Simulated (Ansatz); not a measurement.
**ZrC (Fm-3m): the Drude term of Re ε in the infrared**

Re ε of ZrC (Fm-3m) at low photon energies is read from one computed spectrum; the carriers' damping was typed as γ = 0.03 eV.

Symmetry: Fm-3m, No. 225, cubic system. Conventional cell: a = 4.730 Å, b = 4.730 Å, c = 4.730 Å, α = 90.00°, β = 90.00°, γ = 90.00°. Zr on site b has 6 C at 2.37 Å as nearest neighbours. Around C on site a lie 6 Zr at 2.37 Å.

Method: Ansatz 0.2.0, PBE, independent particles, k-mesh 12×12×12 with interpolation inside its cells, Gaussian parameter 0.1 eV.

Launch of the response step: `ansatz run input.yaml --threads 4 --pin off --max-ram 8192MiB --backend cpu --events-out ev --progress --plain --runs-dir out`. The run took 8 s, on 4 threads of Arm Neoverse V1, with other jobs on the host.

| photon energy E (eV) | wavelength (µm) | Re ε |
| --- | --- | --- |
| 0.25 | 4.96 | -111.1 |
| 0.30 | 4.13 | -68.9 |
| 0.35 | 3.54 | -43.6 |
| 0.40 | 3.10 | -27.1 |
| 0.50 | 2.48 | -9.5 |
| 0.60 | 2.07 | -3.6 |
| 0.70 | 1.77 | ? |

A Drude term over a constant background gives Re ε = ε_b − ωp²/(E² + γ²), linear in 1/(E² + γ²).

Working, on the rows shown:

| x = 1/(E² + γ²) (eV⁻²) | y = Re ε |
| --- | --- |
| 15.7729 | -111.1 |
| 11.0011 | -68.9 |
| 8.10373 | -43.6 |
| 6.21504 | -27.1 |
| 3.98565 | -9.5 |
| 2.77085 | -3.6 |

Means: x̄ = 7.9749, ȳ = -43.967. Σ(x − x̄)(y − ȳ) = -976.2, Σ(x − x̄)² = 116.1. Slope = -976.2 / 116.1 = -8.41; intercept = ȳ − slope · x̄ = 23.099. The line misses the rows shown by at most 3.4.

Q: What does the fit predict for the withheld row, and how well does it do?

A: At x = 2.0371 the line gives y = 5.9681. The run gave -2.0, so the extrapolation is off by 8, 7 % of the range in the table. Beyond its data the fit drifts from the curve.

Refitted with all rows, the slope is -8.132 and the intercept 19.985. These give ωp = √(−slope) = 2.85 eV, against 3.21 eV from the program's Fermi-surface sum, and an intercept of 20.0. Taking the program's Drude term off the rows leaves 52 at the lowest energy and 19 at the highest, so the background isn't constant: interband transitions lie in or near the window, and neither fitted number can be trusted. The cell comes from an older database entry, whose edges can be off by a per cent or so. The values come from a sum over the points of one k-mesh and carry its error, which is largest for Fermi-surface quantities. Spin-orbit coupling is left out.
